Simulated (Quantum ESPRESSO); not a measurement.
# E(θ) between the sublattices of MnF2

How does the energy of MnF2 follow the angle between its sublattices, and is it a Heisenberg cosine?

Main program and level: Quantum ESPRESSO 7.5; LDA with U = 5 eV on Mn d (ortho-atomic projectors); plane waves with GBRV 1.5 LDA potentials, no spin-orbit coupling.

The raw output is cut from this account; settings, times and results stay.

### 1. Set-up

It takes space group P4_2/mnm (No. 136, tetragonal). The conventional cell has a = 4.874 Å, b = 4.874 Å, c = 3.311 Å, α = 90.00°, β = 90.00°, γ = 90.00°. Mn has 6 F at 2.10 to 2.13 Å nearest. Nearest to F lie 3 Mn at 2.10 to 2.13 Å. Farther neighbours, and contacts between anions beyond the nearest, are not listed.

### 2. The collinear order that defines the sublattices

Typed as antiferro +-. 

Input file pw.in:

```
&CONTROL
  calculation = 'scf'
  prefix = 'pwscf'
  outdir = './tmp'
  pseudo_dir = './pseudo'
  disk_io = 'nowf'
/
&SYSTEM
  ibrav = 0
  celldm(1) = 8
  nat = 6
  ntyp = 3
  ecutwfc = 34
  ecutrho = 238
  nbnd = 39
  occupations = 'smearing'
  smearing = 'fd'
  degauss = 0.00734986
  nspin = 2
  starting_magnetization(1) = 0.3
  starting_magnetization(2) = -0.3
  starting_magnetization(3) = 0
/
&ELECTRONS
  conv_thr = 6d-08
  electron_maxstep = 150
  mixing_beta = 0.1
/
ATOMIC_SPECIES
Mn1    54.9380 mn_lda_v1.5.uspp.F.UPF
Mn2    54.9380 mn_lda_v1.5.uspp.F.UPF
F      18.9984 f_lda_v1.4.uspp.F.UPF
CELL_PARAMETERS alat
   1.1512683982751    0.0000000000000    0.0000000000000
   0.0000000000000    1.1512683982751    0.0000000000000
   0.0000000000000    0.0000000000000    0.7820395350998
ATOMIC_POSITIONS crystal
Mn1     0.0000000000    0.0000000000    0.0000000000
Mn2     0.5000000000    0.5000000000    0.5000000000
F       0.3053000000    0.3053000000    0.0000000000
F       0.1947000000    0.8053000000    0.5000000000
F       0.6947000000    0.6947000000    0.0000000000
F       0.8053000000    0.1947000000    0.5000000000
K_POINTS automatic
4 4 4 0 0 0
HUBBARD {ortho-atomic}
U Mn1-3d 5.0000
U Mn2-3d 5.0000
```

Started as:

```bash
$ OMP_NUM_THREADS=1 mpirun -n 3 pw.x -nk 3 -in pw.in > pw.out
```

The job ended after 85 s (3 MPI ranks of Intel Xeon at 2.80GHz (Skylake/Cascade Lake), shared host; peak memory 0.38 GiB).

Spin moment in the atom's sphere by atom:

| atom | spin moment in the atom's sphere (μB) |
| --- | --- |
| Mn1 | 4.23 |
| Mn2 | -4.23 |
| F3 | -0.02 |
| F4 | 0.02 |
| F5 | -0.02 |
| F6 | 0.02 |

Numbers from this step:

```
smearing term TS       : 1.14e-8 eV
magnetization          : 0 μB
absolute magnetization : 9.748 μB
final state            : antiferromagnetic
```

### 3. The parallel state in the same cell

This run has no penalty. It is needed because the penalty of the later runs acts on every atom: an induced moment is typed with its parallel value times cos(θ/2) along z and its opposed value times sin(θ/2) along x, rounded to 0.01 μB.

Changes to pw.in since step 2:

```diff
@@ -11,6 +11,6 @@
   nat = 6
-  ntyp = 3
+  ntyp = 2
   ecutwfc = 34
   ecutrho = 238
-  nbnd = 39
+  nbnd = 44
   occupations = 'smearing'
@@ -20,4 +20,3 @@
   starting_magnetization(1) = 0.3
-  starting_magnetization(2) = -0.3
-  starting_magnetization(3) = 0
+  starting_magnetization(2) = 0
 /
@@ -29,4 +28,3 @@
 ATOMIC_SPECIES
-Mn1    54.9380 mn_lda_v1.5.uspp.F.UPF
-Mn2    54.9380 mn_lda_v1.5.uspp.F.UPF
+Mn     54.9380 mn_lda_v1.5.uspp.F.UPF
 F      18.9984 f_lda_v1.4.uspp.F.UPF
@@ -37,4 +35,4 @@
 ATOMIC_POSITIONS crystal
-Mn1     0.0000000000    0.0000000000    0.0000000000
-Mn2     0.5000000000    0.5000000000    0.5000000000
+Mn      0.0000000000    0.0000000000    0.0000000000
+Mn      0.5000000000    0.5000000000    0.5000000000
 F       0.3053000000    0.3053000000    0.0000000000
@@ -46,3 +44,2 @@
 HUBBARD {ortho-atomic}
-U Mn1-3d 5.0000
-U Mn2-3d 5.0000
+U Mn-3d 5.0000
```

The job ended after 72 s (3 MPI ranks; peak memory 0.37 GiB).

Spin moment in the atom's sphere by atom:

| atom | spin moment in the atom's sphere (μB) |
| --- | --- |
| Mn1 | 4.24 |
| Mn2 | 4.24 |
| F3 | 0.07 |
| F4 | 0.07 |
| F5 | 0.07 |
| F6 | 0.07 |

This step gave:

| Item | Value |
| --- | --- |
| smearing term TS | 3.49e-7 eV |
| magnetization | 10 μB |
| absolute magnetization | 10 μB |
| final state | ferromagnetic |

### 4. Angle 180°, no penalty

The two sets tilt by half the angle to either side of z. A collinear state is stationary and needs no penalty.

Input file pw.in:

```
&CONTROL
  calculation = 'scf'
  prefix = 'pwscf'
  outdir = './tmp'
  pseudo_dir = './pseudo'
  disk_io = 'nowf'
/
&SYSTEM
  ibrav = 0
  celldm(1) = 8
  nat = 6
  ntyp = 3
  ecutwfc = 34
  ecutrho = 238
  nbnd = 78
  occupations = 'smearing'
  smearing = 'fd'
  degauss = 0.00734986
  noncolin = .true.
  starting_magnetization(1) = 0.282
  angle1(1) = 90
  angle2(1) = 0
  starting_magnetization(2) = 0.282
  angle1(2) = 90
  angle2(2) = 180
  starting_magnetization(3) = 0
  nosym = .true.
/
&ELECTRONS
  conv_thr = 6d-08
  electron_maxstep = 150
  mixing_beta = 0.1
/
ATOMIC_SPECIES
Mn1    54.9380 mn_lda_v1.5.uspp.F.UPF
Mn2    54.9380 mn_lda_v1.5.uspp.F.UPF
F      18.9984 f_lda_v1.4.uspp.F.UPF
CELL_PARAMETERS alat
   1.1512683982751    0.0000000000000    0.0000000000000
   0.0000000000000    1.1512683982751    0.0000000000000
   0.0000000000000    0.0000000000000    0.7820395350998
ATOMIC_POSITIONS crystal
Mn1     0.0000000000    0.0000000000    0.0000000000
Mn2     0.5000000000    0.5000000000    0.5000000000
F       0.3053000000    0.3053000000    0.0000000000
F       0.1947000000    0.8053000000    0.5000000000
F       0.6947000000    0.6947000000    0.0000000000
F       0.8053000000    0.1947000000    0.5000000000
K_POINTS automatic
4 4 4 0 0 0
HUBBARD {ortho-atomic}
U Mn1-3d 5.0000
U Mn2-3d 5.0000
```

The job ended after 7 min (3 MPI ranks; peak memory 0.71 GiB; 12 min of CPU time).

Spin moment in the atom's sphere by atom:

| atom | x (μB) | y (μB) | z (μB) | size |
| --- | --- | --- | --- | --- |
| Mn1 | 4.23 | 0.00 | 0.00 | 4.23 |
| Mn2 | -4.23 | 0.00 | 0.00 | 4.23 |
| F3 | -0.02 | 0.00 | 0.00 | 0.02 |
| F4 | 0.02 | 0.00 | 0.00 | 0.02 |
| F5 | -0.02 | 0.00 | 0.00 | 0.02 |
| F6 | 0.02 | 0.00 | 0.00 | 0.02 |

Read from the output:

```yaml
smearing_term_ts: 1.14e-8 eV
magnetization: 0, 0, 0 μB
absolute_magnetization: 9.748 μB
final_state: antiferromagnetic
```

### 5. Angle 120°, lambda 0.5 Ry

A penalty pulls the polar angle of each moment to the typed one; its size and its azimuth are free.

Input file pw.in:

```
&CONTROL
  calculation = 'scf'
  prefix = 'pwscf'
  outdir = './tmp'
  pseudo_dir = './pseudo'
  disk_io = 'nowf'
/
&SYSTEM
  ibrav = 0
  celldm(1) = 8
  nat = 6
  ntyp = 4
  ecutwfc = 34
  ecutrho = 238
  nbnd = 78
  occupations = 'smearing'
  smearing = 'fd'
  degauss = 0.00734986
  noncolin = .true.
  starting_magnetization(1) = 0.282
  angle1(1) = 60
  angle2(1) = 0
  starting_magnetization(2) = 0.282
  angle1(2) = 60
  angle2(2) = 180
  starting_magnetization(3) = 0.0064
  angle1(3) = 26.565
  angle2(3) = 180
  starting_magnetization(4) = 0.0064
  angle1(4) = 26.565
  angle2(4) = 0
  constrained_magnetization = 'atomic direction'
  lambda = 0.5
  nosym = .true.
/
&ELECTRONS
  conv_thr = 6d-08
  electron_maxstep = 150
  mixing_beta = 0.1
/
ATOMIC_SPECIES
Mn1    54.9380 mn_lda_v1.5.uspp.F.UPF
Mn2    54.9380 mn_lda_v1.5.uspp.F.UPF
F1     18.9984 f_lda_v1.4.uspp.F.UPF
F2     18.9984 f_lda_v1.4.uspp.F.UPF
CELL_PARAMETERS alat
   1.1512683982751    0.0000000000000    0.0000000000000
   0.0000000000000    1.1512683982751    0.0000000000000
   0.0000000000000    0.0000000000000    0.7820395350998
ATOMIC_POSITIONS crystal
Mn1     0.0000000000    0.0000000000    0.0000000000
Mn2     0.5000000000    0.5000000000    0.5000000000
F1      0.3053000000    0.3053000000    0.0000000000
F2      0.1947000000    0.8053000000    0.5000000000
F1      0.6947000000    0.6947000000    0.0000000000
F2      0.8053000000    0.1947000000    0.5000000000
K_POINTS automatic
4 4 4 0 0 0
HUBBARD {ortho-atomic}
U Mn1-3d 5.0000
U Mn2-3d 5.0000
```

It took 21 min on 3 MPI ranks; peak memory 0.72 GiB.

Spin moment in the atom's sphere by atom:

| atom | x (μB) | y (μB) | z (μB) | size |
| --- | --- | --- | --- | --- |
| Mn1 | 3.66 | 0.00 | 2.11 | 4.23 |
| Mn2 | -3.66 | 0.00 | 2.11 | 4.23 |
| F3 | -0.02 | 0.00 | 0.04 | 0.04 |
| F4 | 0.02 | 0.00 | 0.04 | 0.04 |
| F5 | -0.02 | 0.00 | 0.04 | 0.04 |
| F6 | 0.02 | 0.00 | 0.04 | 0.04 |

Read from the output:

```yaml
smearing_term_ts: 3.12e-8 eV
magnetization: 0, 0, 4.979 μB
absolute_magnetization: 9.836 μB
penalty_energy: 0.3928 meV
final_state: non-collinear
```

### 6. Angle 90°, lambda 0.5 Ry

Changes to pw.in since step 5:

```diff
@@ -20,12 +20,12 @@
   starting_magnetization(1) = 0.282
-  angle1(1) = 60
+  angle1(1) = 45
   angle2(1) = 0
   starting_magnetization(2) = 0.282
-  angle1(2) = 60
+  angle1(2) = 45
   angle2(2) = 180
-  starting_magnetization(3) = 0.0064
-  angle1(3) = 26.565
+  starting_magnetization(3) = 0.0077
+  angle1(3) = 21.801
   angle2(3) = 180
-  starting_magnetization(4) = 0.0064
-  angle1(4) = 26.565
+  starting_magnetization(4) = 0.0077
+  angle1(4) = 21.801
   angle2(4) = 0
```

Wall time 20 min (3 MPI ranks); peak memory 0.72 GiB.

Residual by cycle:

cycle, log10 residual and a bar from the least value:
```
        1        0.8 ####################
        6        2.0 ##############################
       11        2.0 ##############################
       17       -0.5 #########
       22        1.3 ########################
       27       -0.5 #########
       32       -0.8 #######
       37       -0.7 ########
       42       -0.3 ###########
       48       -1.5 #
       53       -0.4 ##########
       58       -1.6
```

The run was cut off at its time limit.

After 58 cycles the residual stands at 0.023.

### 7. Angle 0°, no penalty

Input file pw.in:

```
&CONTROL
  calculation = 'scf'
  prefix = 'pwscf'
  outdir = './tmp'
  pseudo_dir = './pseudo'
  disk_io = 'nowf'
/
&SYSTEM
  ibrav = 0
  celldm(1) = 8
  nat = 6
  ntyp = 2
  ecutwfc = 34
  ecutrho = 238
  nbnd = 78
  occupations = 'smearing'
  smearing = 'fd'
  degauss = 0.00734986
  noncolin = .true.
  starting_magnetization(1) = 0.282
  angle1(1) = 0
  angle2(1) = 0
  starting_magnetization(2) = 0
  nosym = .true.
/
&ELECTRONS
  conv_thr = 6d-08
  electron_maxstep = 150
  mixing_beta = 0.1
/
ATOMIC_SPECIES
Mn     54.9380 mn_lda_v1.5.uspp.F.UPF
F      18.9984 f_lda_v1.4.uspp.F.UPF
CELL_PARAMETERS alat
   1.1512683982751    0.0000000000000    0.0000000000000
   0.0000000000000    1.1512683982751    0.0000000000000
   0.0000000000000    0.0000000000000    0.7820395350998
ATOMIC_POSITIONS crystal
Mn      0.0000000000    0.0000000000    0.0000000000
Mn      0.5000000000    0.5000000000    0.5000000000
F       0.3053000000    0.3053000000    0.0000000000
F       0.1947000000    0.8053000000    0.5000000000
F       0.6947000000    0.6947000000    0.0000000000
F       0.8053000000    0.1947000000    0.5000000000
K_POINTS automatic
4 4 4 0 0 0
HUBBARD {ortho-atomic}
U Mn-3d 5.0000
```

Wall time 3 min (3 MPI ranks); peak memory 0.7 GiB.

Numbers from this step:

```
smearing term TS       : 3.49e-7 eV
magnetization          : 0, 0, 10 μB
absolute magnetization : 10 μB
final state            : ferromagnetic
largest moment         : 4.237 μB
```

### 8. What a mistake does

As a test, an input with a fault in it is run.

Input file pw.in:

```
&CONTROL
  calculation = 'scf'
  prefix = 'pwscf'
  outdir = './tmp'
  pseudo_dir = './pseudo'
  disk_io = 'nowf'
/
&SYSTEM
  ibrav = 0
  nat = 6
  ntyp = 3
  lda_plus_u = .true.
  Hubbard_U(1) = 4.0
  ecutwfc = 34
  ecutrho = 238
  nbnd = 39
  occupations = 'smearing'
  smearing = 'fd'
  degauss = 0.00734986
  nspin = 2
  starting_magnetization(1) = 0.3
  starting_magnetization(2) = -0.3
  starting_magnetization(3) = 0
/
&ELECTRONS
  conv_thr = 6d-08
  electron_maxstep = 75
  mixing_beta = 0.1
/
ATOMIC_SPECIES
Mn1    54.9380 mn_lda_v1.5.uspp.F.UPF
Mn2    54.9380 mn_lda_v1.5.uspp.F.UPF
F      18.9984 f_lda_v1.4.uspp.F.UPF
CELL_PARAMETERS angstrom
   4.8738000000    0.0000000000    0.0000000000
   0.0000000000    4.8738000000    0.0000000000
   0.0000000000    0.0000000000    3.3107000000
ATOMIC_POSITIONS crystal
Mn1     0.0000000000    0.0000000000    0.0000000000
Mn2     0.5000000000    0.5000000000    0.5000000000
F       0.3053000000    0.3053000000    0.0000000000
F       0.1947000000    0.8053000000    0.5000000000
F       0.6947000000    0.6947000000    0.0000000000
F       0.8053000000    0.1947000000    0.5000000000
K_POINTS automatic
4 4 4 0 0 0
```

Elapsed: 1 s, on 3 MPI ranks; peak memory 0.04 GiB.

The input was rejected at the start.

The program's message: “system_checkin (1): DFT+Hubbard input syntax has changed since v7.1”

The fault put into the input: the old Hubbard keywords.

### 9. E(θ)

Not every run of the table is shown above.

Canting:

| lambda (Ry) | typed angle (degrees) | final angle (degrees) | energy less that at the first angle (meV a seeded atom) | penalty energy, not in the total (meV a cell) | largest site moment (μB) | CPU time (s) |
| --- | --- | --- | --- | --- | --- | --- |
| - | 180 | 180 | 0 | 0 | 4.226 | 725.3 |
| 0.5 | 120 | 120.2 | 4.155 | 0.3928 | 4.228 | 2888 |
| 0.5 | 60 | 60.46 | 12.54 | 0.05769 | 4.234 | 601.3 |
| - | 0 | 0 | 16.87 | 0 | 4.237 | 528.8 |

A fit to E = E0 − A cos θ − B cos² θ gives A = -8.43 meV and B = -0.0600 meV a seeded atom.

### 10. Summary of results

```
angle of lowest energy      : 180°
range of the energy         : 16.9 meV a seeded atom
range of the largest moment : 4.23 to 4.24 μB
bilinear coefficient A      : -8.43 meV
biquadratic coefficient B   : -0.0600 meV
```

In words: The penalty holds the angles within 0.46° of the typed ones. A is negative, so opposed sublattices are favoured; B is 0.0071 of it in size, but four points for three parameters hardly fix B. The largest moment changes by 0.26 % over the angles. The run at 90° with lambda 0.5 Ry did not converge and is not in the table. This holds for the two sublattices of this cell; other orders were not tried. Without spin–orbit coupling only the angle between the moments matters. The mesh is coarse, so differences of some ten meV can be noise where moments are itinerant. Energies are free energies at an electronic temperature of 1160 K, which lowers moments and differences where the moments are itinerant. The cutoff lies under the 40 Ry that these files are usually run at.

[Long decimals in the printed logs are rounded to 6 places.]

[Logs and program files are shortened in this print: banners, set-up blocks, solver, clock and traceback lines can be left out without a mark of their own.]

[Logs are printed without paths, hosts, clocks, repeated set-up lines and the standing remarks that a program may print on its own settings, such as how far it seeks lower states.]

[Hosts, paths, dates, database ids (printed as entryN), source tags and the programs' standing remarks are cut or masked in the printed files.]

[Where the starting crystal was built by hand or by swapping elements, it need not be the compound's stable phase.]

[Where a cell is said to come from a database of computed structures, the database is the Materials Project.]

[Lattice constants that a cell's source calls measured were typed from memory.]
